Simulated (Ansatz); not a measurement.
# Slab bands of Ag(111)-(√3×√3)R30°-Pb surface alloy, part 2 of 3

Aim: the slab bands of Ag(111)-(√3×√3)R30°-Pb surface alloy, with their weight on the outer layers.

Ansatz 0.2.0; plane-wave DFT, PBE, Ansatz PAW (the session's first sound run).

So far, work function, upper face (eV): step 2 (relaxation) 3.93.

## (3) Bands and layer weights

Projections on the atoms tell how each level spreads over the atomic layers. In a slab this thin or layered, weight on the outer layers doesn't make a level a surface state.

Contents of input.yaml:

```yaml
crystal:
  lattice:
    - [5.009206524, 0.0, 0.0]
    - [2.504603262, 4.3381001026, 0.0]
    - [0.0, 0.0, 28.0454504039]
  atoms:
    - { symbol: Ag, position: [1.7e-09, 0.3333333317, 0.3209076649] }
    - { symbol: Ag, position: [0.3333333317, 0.6666666667, 0.3209076649] }
    - { symbol: Ag, position: [0.6666666667, 1.7e-09, 0.3209076649] }
    - { symbol: Ag, position: [0.0, 0.0, 0.4051053714] }
    - { symbol: Ag, position: [0.3333333333, 0.3333333333, 0.4051053714] }
    - { symbol: Ag, position: [0.6666666667, 0.6666666667, 0.4051053714] }
    - { symbol: Ag, position: [0.0011034097, 0.6666666667, 0.491149835] }
    - { symbol: Ag, position: [0.3322299237, 0.0011034097, 0.491149835] }
    - { symbol: Ag, position: [0.6666666667, 0.3322299237, 0.491149835] }
    - { symbol: Ag, position: [-0.0034074873, 0.3367408206, 0.5773857271] }
    - { symbol: Ag, position: [0.3367408206, 0.6666666667, 0.5773857271] }
    - { symbol: Ag, position: [0.6666666667, -0.0034074873, 0.5773857271] }
    - { symbol: Ag, position: [0.0, 0.0, 0.66245578] }
    - { symbol: Ag, position: [0.3333333333, 0.3333333333, 0.66245578] }
    - { symbol: Pb, position: [0.6666666667, 0.6666666667, 0.6869779921] }
kpoints:
  mp_grid: { grid: [12, 12, 1] }
  band_path:
    path: [[0, 0, 0], [0.5, 0, 0], [0.66666667, 0.33333333, 0], [0, 0, 0]]
    npoints: 24
hamiltonian:
  xc: pbe
scf:
  occupations: { method: fermi_dirac, width: 0.05 }
  convergence: { dr2_threshold: 1.0e-09 }
efield:
  axis: 3
  dipole_correction: true
  ramp_position: 0.97
  ramp_width: 0.06
output:
  fatbands: true
  dos: { projected: true, e_range: [-8, 5] }
  write_potential: true
  write_density: true
  volumetric_format: npy
  elf: true
```

Started as:

```
> ansatz run input.yaml --threads 4 --pin off --max-ram 12288MiB --backend cpu --events-out ev --progress --plain --runs-dir out
```

Numbers of over 12 decimals in the logs are rounded to 6 here.

The program printed:

```text
[...]
Crystal: 15 atoms, lattice volume = 609.440 Å³
Basis set: ecut = 420 eV, 12003 PW (Γ)
Bands: 168, of which v1, the nominal top of the filled ones, is band 140 counted from 1 (139 counted from 0)
Symmetry: 6 space group operations
[...]
k-points: 19 of 144 (time reversal used)
[...]
SCF iter   1: F=—  HF=-118172.404835 eV  |F-HF|=—  |Δ(HF+E_count)|=         —  Δρ=1.54e-3  dr2=5.94e-1  ethr=1.77e-3  p=0.064 e·Å  D=1.90e-2 V/Å  ΔV_dip=-0.53 eV  dr2_dipole=3.50e-1  V_vac-E_F(+/−)=3.93/4.46 eV  ⟨swp⟩=6.4  Hψ=12367  notcnv=0  defer=239
[...]
SCF iter  10: F=-118172.404303 eV  HF=-118172.404303 eV  |F-HF|=1.60e-10  |Δ(HF+E_count)|=  9.02e-10  Δρ=1.17e-7  dr2=7.90e-11  ethr=1.00e-12  p=0.064 e·Å  D=1.90e-2 V/Å  ΔV_dip=-0.53 eV  dr2_dipole=1.10e-14  V_vac-E_F(+/−)=3.93/4.47 eV  ⟨swp⟩=13.6  Hψ=12929  notcnv=0
SCF 1 converged in 10 iterations: F = -118172.404303 eV  dr2 = 7.90e-11
[...]
NSCF: frozen V_eff on 73 k-points
efield: sawtooth ramp at fractional position 0.9700 (kept from the solve that this one continues, or follows in the run), width 0.0600; the density the first Hamiltonian is built on has a dipole p = 0.064 e·Å; the dipole correction subtracts the counter field D = 1.90e-2 V/Å, which shifts the + side's vacuum level by -0.53 eV against the − side's; the planar-averaged density in the ramp window peaks in size at 7.2e-7 e/Å³
[...]
SCF converged after 10 iterations
Free energy (F): -118172.404303 eV
[...]
Internal energy: -118172.369965 eV  (E = F + TS)
E sigma→0 (E₀):  -118172.387134 eV
Entropy (-TS):   -0.034338 eV (-2.289 meV/atom)
Fermi energy:    5.006903 eV
Dipole field:    D = 0.018968 V/Å  (p = 0.063883 e·Å, saw-weighted, corrected)
Work function:   Φ+ = 3.9342 eV   Φ− = 4.4661 eV
[...]
--- Band table (eV; the first three rows and the last of 19) ---
  k-point 0: bands = [... 136 lower, 4.7333, 5.7396, 6.9898, 6.9898, 7.4970, 8.0671, 8.0671, 8.3609, ... 24 higher]
  k-point 1: bands = [... 136 lower, 4.8494, 5.4525, 6.5868, 6.7738, 7.1407, 7.5002, 7.7090, 7.8324, ... 24 higher]
  k-point 2: bands = [... 136 lower, 4.6921, 5.2293, 5.8753, 5.9315, 6.4002, 6.7690, 7.0510, 7.3962, ... 24 higher]
  k-point 18: bands = [... 136 lower, 2.2436, 2.7956, 3.2291, 3.2291, 4.3245, 4.8107, 4.8107, 5.8496, ... 24 higher]
```

The job ended after 2.8 min (4 threads of Intel Xeon 6975P-C (Granite Rapids), shared host; peak memory 5.4 GiB).

The column dr2 measures how far the density is from self-consistency, as an energy; F and HF (Harris–Foulkes) agree once it is small.

This step gave:

```
energy at zero smearing        : -118172.3871 eV
work function, upper face      : 3.934 eV
work function, lower face      : 4.466 eV
dipole along the normal        : 0.06388 e·Å
step between the vacuum levels : -0.5320 eV
```

The density of states has structure finer than the step of the table below, so its rows give means over 0.25 eV, whole bins alone (the curve runs from -8 to 2 eV). Peaks (eV: height): -4.840: 60.6, -4.680: 71.8, -4.610: 64.9, -4.510: 64.7, -4.450: 62.2, -3.730: 59.8, -3.110: 63.5.

Table of density of states by energy, zero at the Fermi level; means over each step:

energy (eV), density of states (states/eV a cell) and a bar:
```
    -7.50        0.0 
    -7.25        0.6 
    -7.00        0.9 
    -6.75        1.0 
    -6.50        1.9 #
    -6.25        5.1 ###
    -6.00       27.7 ##############
    -5.75       39.8 #####################
    -5.50       41.0 #####################
    -5.25       37.2 ###################
    -5.00       41.1 #####################
    -4.75       46.9 ########################
    -4.50       57.9 ##############################
    -4.25       42.3 ######################
    -4.00       43.9 #######################
    -3.75       46.3 ########################
    -3.50       47.7 #########################
    -3.25       41.3 #####################
    -3.00       42.6 ######################
    -2.75       11.5 ######
    -2.50        6.3 ###
    -2.25        1.9 #
    -2.00        3.5 ##
    -1.75        5.3 ###
    -1.50        4.3 ##
    -1.25        3.7 ##
    -1.00        3.6 ##
    -0.75        4.7 ##
    -0.50        4.0 ##
    -0.25        5.6 ###
     0.00        4.2 ##
     0.25        5.0 ###
     0.50        4.7 ##
     0.75        4.5 ##
     1.00        3.7 ##
     1.25        5.6 ###
     1.50        5.4 ###
     1.75        3.2 ##
```

Projected DOS per atom over height of the atomic layer and energy from the Fermi level. Layers: Ag3 Ag3 Ag3 Ag3 Ag2 Pb from below.

Ten even steps from '0' (0.00 states/eV) to '9' (4.65 states/eV), each cell a mean:
```
000001
000001
000001
000001
000002
000002
000001
000001
000001
000000
333200
877740
856770
756670
777790
446590
575750
265400
000000
000000
000000
000000
```
Columns: height of the atomic layer (Å) from 9 to 19.3 (not evenly spaced); rows upwards: energy from the Fermi level (eV) from -7.96 to 1.95.

Electronic bands along the path, in eV, zero at the Fermi level:

```tsv
point	band 137	band 138	band 139	band 140	band 141	band 142	band 143	band 144
Γ	-0.27	0.73	1.98	1.98	2.49	3.06	3.06	3.35
halfway	-0.85	-0.28	0.30	0.45	0.69	1.14	1.44	1.75
M	-2.11	-1.16	-0.76	-0.74	0.14	0.35	0.72	1.12
halfway	-2.07	-1.92	-1.25	-0.93	-0.62	-0.42	0.51	1.00
K	-2.76	-2.21	-1.78	-1.78	-0.68	-0.20	-0.20	0.84
halfway	-0.87	-0.65	-0.25	-0.20	0.46	0.63	0.91	1.73
Γ	-0.27	0.73	1.98	1.98	2.49	3.06	3.06	3.35
```

ELF in the ca plane at fractional y = 0.667, with atoms of Ag and Pb within 0.2 Å of it. It is the smooth field of the valence electrons, not physical close to the nuclei.

Values, 7 rows by 16 columns, each cell a mean:
```
0.20 0.18 0.41 0.50 0.19 0.17 0.16 0.23 0.34 0.35 0.14 0.01 0.00 0.00 0.00 0.00
0.54 0.32 0.19 0.20 0.16 0.17 0.18 0.26 0.21 0.41 0.29 0.03 0.00 0.00 0.00 0.00
0.66 0.39 0.19 0.17 0.16 0.18 0.18 0.27 0.09 0.39 0.31 0.04 0.00 0.00 0.00 0.00
0.29 0.21 0.17 0.17 0.21 0.42 0.22 0.24 0.35 0.41 0.21 0.02 0.00 0.00 0.00 0.00
0.18 0.16 0.17 0.19 0.30 0.71 0.31 0.22 0.27 0.23 0.07 0.01 0.00 0.00 0.00 0.00
0.17 0.17 0.23 0.26 0.21 0.43 0.22 0.19 0.19 0.13 0.03 0.00 0.00 0.00 0.00 0.00
0.17 0.18 0.47 0.58 0.19 0.18 0.16 0.19 0.22 0.16 0.04 0.01 0.00 0.00 0.00 0.00
```
Columns run along c (16.0 Å, from fractional 0.39 to 0.96 of the cell), rows up along a (5.0 Å). Atoms in or near the plane, at fractional coordinates: Ag at (0.41, 0.67), Ag at (0.49, 0.00), Ag at (0.58, 0.34), Pb at (0.69, 0.67).

Electrostatic potential energy in the ca plane at fractional y = 0.667, with atoms of Ag and Pb within 0.2 Å of it. With pseudopotentials it is smooth inside the atoms' cores, unlike the true potential.

Ten even steps from '0' (-35 eV) to '9' (9 eV), each cell a mean:
```
99999840003799999999998889999999999999999999
86789874236899999999976457999999999999999999
42247988789999999999840003799999999999999999
10026999999999999999610210689999999999999999
10016899999999999998601310689999999999999999
31147999999998888999730002799999999999999999
76679999999986335899874347899999999999999999
99999999999972001589998889999999999999999999
99999999999962001489999999999999999999999999
99999999889973102689999999999999999999999999
99999986567987546899999999999999999999999999
99999852015899889999999999999999999999999999
99999830003799999999999999999999999999999999
```
Columns run along c (16.0 Å, from fractional 0.39 to 0.96 of the cell; values clipped at the 3rd and 97th percentile), rows up along a (5.0 Å). Atoms in or near the plane, at fractional coordinates: Ag at (0.41, 0.67), Ag at (0.49, 0.00), Ag at (0.58, 0.34), Pb at (0.69, 0.67).

Valence density in the ca plane at fractional y = 0.667, with atoms of Ag and Pb within 0.2 Å of it. It is the smooth field of the valence electrons, not physical close to the nuclei.

Values in e/Å³, 7 rows by 16 columns, each cell a mean:
```
 0  0  4  6  0  0  0  0  0  0  0  0  0  0  0  0
 6  2  0  0  0  0  0  1  4  1  0  0  0  0  0  0
11  3  0  0  0  0  0  1  6  1  0  0  0  0  0  0
 1  0  0  0  0  3  0  0  1  0  0  0  0  0  0  0
 0  0  0  0  1 13  2  0  0  0  0  0  0  0  0  0
 0  0  1  1  1  4  1  0  0  0  0  0  0  0  0  0
 0  0  5  8  0  0  0  0  0  0  0  0  0  0  0  0
```
Columns run along c (16.0 Å, from fractional 0.39 to 0.96 of the cell), rows up along a (5.0 Å). Atoms in or near the plane, at fractional coordinates: Ag at (0.41, 0.67), Ag at (0.49, 0.00), Ag at (0.58, 0.34), Pb at (0.69, 0.67).

The work function of the upper face is 3.93 eV.

## (4) With spin-orbit coupling

This step: plane-wave DFT, PBE, fully relativistic PAW with spin-orbit coupling (Ansatz 0.2.0).

Heavy atoms split their bands by spin-orbit coupling, so the bands are run again with fully relativistic files.

Changes to input.yaml since step 3:

```diff
@@ -21,12 +21,11 @@
     - { symbol: Pb, position: [0.6666666667, 0.6666666667, 0.6869779921] }
-kpoints:
-  mp_grid: { grid: [12, 12, 1] }
-  band_path:
-    path: [[0, 0, 0], [0.5, 0, 0], [0.66666667, 0.33333333, 0], [0, 0, 0]]
-    npoints: 24
 hamiltonian:
   xc: pbe
+  pseudopotentials: { kind: paw_fr }
+magnetization:
+  noncollinear: true
+  spin_orbit: true
 scf:
   occupations: { method: fermi_dirac, width: 0.05 }
-  convergence: { dr2_threshold: 1.0e-09 }
+  convergence: { dr2_threshold: 1.0e-08 }
 efield:
@@ -38,3 +37,2 @@
   fatbands: true
-  dos: { projected: true, e_range: [-8, 5] }
   write_potential: true
@@ -42,2 +40,6 @@
   volumetric_format: npy
-  elf: true
+kpoints:
+  mp_grid: { grid: [12, 12, 1] }
+  band_path:
+    path: [[0, 0, 0], [0.5, 0, 0], [0.66666667, 0.33333333, 0], [0, 0, 0]]
+    npoints: 14
```

The program printed:

```text
[...]
non-collinear run that drives no moment, with spin-orbit: no starting moment large enough to seed its density (crystal.atoms[].spin), no starting occupations that ask for one, no magnetisation constraint and no magnetic field, so the semilocal B_xc is pinned to zero
Crystal: 15 atoms, lattice volume = 609.440 Å³
Basis set: ecut = 420 eV, 12003 PW (Γ)
Bands: 336, of which v1, the nominal top of the filled ones, is band 280 counted from 1 (279 counted from 0)
Symmetry: 6 space group operations + 6 with time reversal
[...]
k-points: 19 of 144 (time reversal used)
Projection manifold: j_resolved (fully-relativistic pseudo-atomic orbitals)
[...]
SCF iter   1: F=—  HF=-118247.138912 eV  |F-HF|=—  |Δ(HF+E_count)|=         —  Δρ=4.20e-2  dr2=1.25e1  dr2_m=0.00e0 (ungated)  ethr=3.10e-3  |M|=0.00e0 ∫|m|=0.00e0 μB  |m|>n=0.0e0 m-floor=0.0e0 τ_xc=0.0e0  β_m=1.00  p=-0.000 e·Å  D=-1.98e-7 V/Å  ΔV_dip=0.00 eV  dr2_dipole=3.29e-1  V_vac-E_F(+/−)=4.66/4.66 eV  ⟨swp⟩=8.4  Hψ=33249  notcnv=0  defer=644
[...]
spin=Noncollinear: LDOS preconditioning applied to the charge; magnetization (m_x, m_y, m_z) channels mix plain (no charge-response kernel on spin).
SCF iter   2: F=—  HF=-118248.850019 eV  |F-HF|=—  |Δ(HF+E_count)|=    1.71e0  Δρ=5.75e-2  dr2=1.60e1  dr2_m=0.00e0 (ungated)  ethr=3.10e-3  |M|=0.00e0 ∫|m|=0.00e0 μB  |m|>n=0.0e0 m-floor=0.0e0 τ_xc=0.0e0  β_m=0.61  p=0.045 e·Å  D=1.32e-2 V/Å  ΔV_dip=-0.37 eV  dr2_dipole=2.20e-2  V_vac-E_F(+/−)=4.19/4.56 eV  ⟨swp⟩=3.0  Hψ=14304  notcnv=0  defer=834
[...]
SCF iter  11: F=-118243.983096 eV  HF=-118243.983096 eV  |F-HF|=8.15e-10  |Δ(HF+E_count)|=   8.60e-9  Δρ=5.34e-7  dr2=1.76e-9  dr2_m=0.00e0 (ungated)  ethr=3.57e-12  |M|=0.00e0 ∫|m|=0.00e0 μB  |m|>n=0.0e0 m-floor=0.0e0 τ_xc=0.0e0  p=0.061 e·Å  D=1.80e-2 V/Å  ΔV_dip=-0.50 eV  dr2_dipole=1.51e-12  V_vac-E_F(+/−)=3.97/4.48 eV  ⟨swp⟩=14.7  Hψ=29583  notcnv=0
SCF 1 converged in 11 iterations: F = -118243.983096 eV  dr2 = 1.76e-9
[...]
WARN: The input density's exchange-correlation potential varies sharply where the density is thin. Do not read a vacuum level from v_tot or v_xc, or from such a field of the output density. On a cell that repeats whose density bears no net charge and no dipole along the vacuum's axis use v_es (v_loc + v_h of the components); under efield.dipole_correction with no amplitude use v_es + v_field, which holds any external [...]
SCF converged after 11 iterations
the last check of whether an eigenvalue changes by more than its tolerance under the output density was not made (no_room)
Magnetization: |M| = 0.0000 μB,  M = (+0.0000, +0.0000, +0.0000) μB
Absolute magnetization: 0.0000 μB (∫|m|)
  site 0: m = (+0.0000, +0.0000, +0.0000) μB, |m| = 0.0000 μB  (R = 1.19 Å)
  site 1: m = (+0.0000, +0.0000, +0.0000) μB, |m| = 0.0000 μB  (R = 1.19 Å)
  site 2: m = (+0.0000, +0.0000, +0.0000) μB, |m| = 0.0000 μB  (R = 1.19 Å)
  site 3: m = (+0.0000, +0.0000, +0.0000) μB, |m| = 0.0000 μB  (R = 1.19 Å)
  site 4: m = (+0.0000, +0.0000, +0.0000) μB, |m| = 0.0000 μB  (R = 1.19 Å)
  site 5: m = (+0.0000, +0.0000, +0.0000) μB, |m| = 0.0000 μB  (R = 1.19 Å)
  site 6: m = (+0.0000, +0.0000, +0.0000) μB, |m| = 0.0000 μB  (R = 1.19 Å)
  site 7: m = (+0.0000, +0.0000, +0.0000) μB, |m| = 0.0000 μB  (R = 1.19 Å)
  site 8: m = (+0.0000, +0.0000, +0.0000) μB, |m| = 0.0000 μB  (R = 1.19 Å)
  site 9: m = (+0.0000, +0.0000, +0.0000) μB, |m| = 0.0000 μB  (R = 1.18 Å)
  site 10: m = (+0.0000, +0.0000, +0.0000) μB, |m| = 0.0000 μB  (R = 1.18 Å)
  site 11: m = (+0.0000, +0.0000, +0.0000) μB, |m| = 0.0000 μB  (R = 1.18 Å)
  site 12: m = (+0.0000, +0.0000, +0.0000) μB, |m| = 0.0000 μB  (R = 1.19 Å)
  site 13: m = (+0.0000, +0.0000, +0.0000) μB, |m| = 0.0000 μB  (R = 1.19 Å)
  site 14: m = (+0.0000, +0.0000, +0.0000) μB, |m| = 0.0000 μB  (R = 1.23 Å)
Free energy (F): -118243.983096 eV
[...]
Internal energy: -118243.946932 eV  (E = F + TS)
E sigma→0 (E₀):  -118243.965014 eV
Entropy (-TS):   -0.036164 eV (-2.411 meV/atom)
Fermi energy:    4.988950 eV
Dipole field:    D = 0.017980 V/Å  (p = 0.060558 e·Å, saw-weighted, corrected)
Work function:   Φ+ = 3.9738 eV   Φ− = 4.4781 eV
[...]
--- Band table (eV; the first three rows and the last of 19) ---
  k-point 0: bands = [... 276 lower, 6.4362, 6.4362, 7.3838, 7.3838, 7.6285, 7.6285, 8.0287, 8.0287, ... 52 higher]
  k-point 1: bands = [... 276 lower, 6.0472, 6.4742, 6.8874, 6.9184, 7.1207, 7.1790, 7.5056, 7.5542, ... 52 higher]
  k-point 2: bands = [... 276 lower, 5.7204, 5.8344, 5.8695, 5.9390, 6.3962, 6.4226, 6.6921, 6.8262, ... 52 higher]
  k-point 18: bands = [... 276 lower, 3.1712, 3.1712, 3.2464, 3.2712, 4.3130, 4.3130, 4.7484, 4.7484, ... 52 higher]
```

Wall time 18 min (4 threads); peak memory 11 GiB; 72 min of CPU time.

This step gave:

| Quantity | Value |
| --- | --- |
| energy at zero smearing | -118243.9650 eV |
| work function, upper face | 3.974 eV |
| work function, lower face | 4.478 eV |
| dipole along the normal | 0.06056 e·Å |
| step between the vacuum levels | -0.5043 eV |

Electronic bands along the path, in eV, zero at the Fermi level:

```tsv
point	band 277	band 278	band 279	band 280	band 281	band 282	band 283	band 284
Γ	1.45	1.45	2.39	2.39	2.64	2.64	3.04	3.04
halfway	0.16	0.26	0.46	0.48	0.70	0.74	1.13	1.16
M	-0.86	-0.86	-0.65	-0.65	0.12	0.12	0.39	0.39
halfway	-1.26	-1.24	-0.98	-0.88	-0.62	-0.62	-0.43	-0.41
K	-1.82	-1.82	-1.74	-1.72	-0.68	-0.68	-0.24	-0.24
halfway	-0.25	-0.25	-0.20	-0.20	0.42	0.47	0.62	0.62
Γ	1.45	1.45	2.39	2.39	2.64	2.64	3.04	3.04
```

The work function of the upper face is 3.97 eV.

[end of part 2 of 3]

[Logs are printed without paths, hosts, clocks, repeated set-up lines and the standing remarks that a program may print on its own settings, such as how far it seeks lower states.]

[Hosts, paths, dates, database ids (printed as entryN), source tags and the programs' standing remarks are cut or masked in the printed files.]

[Maps of the electrostatic potential energy from Ansatz leave out the sawtooth potential of an applied field or a dipole correction, so their vacuum need not be flat; planar profiles and work functions include it.]

[The density of states shown here was stored with 400 of the rows of the run's finer table, so its peaks can read low, often by over a quarter, or be missed, and its means over a window can be off by a tenth or more.]
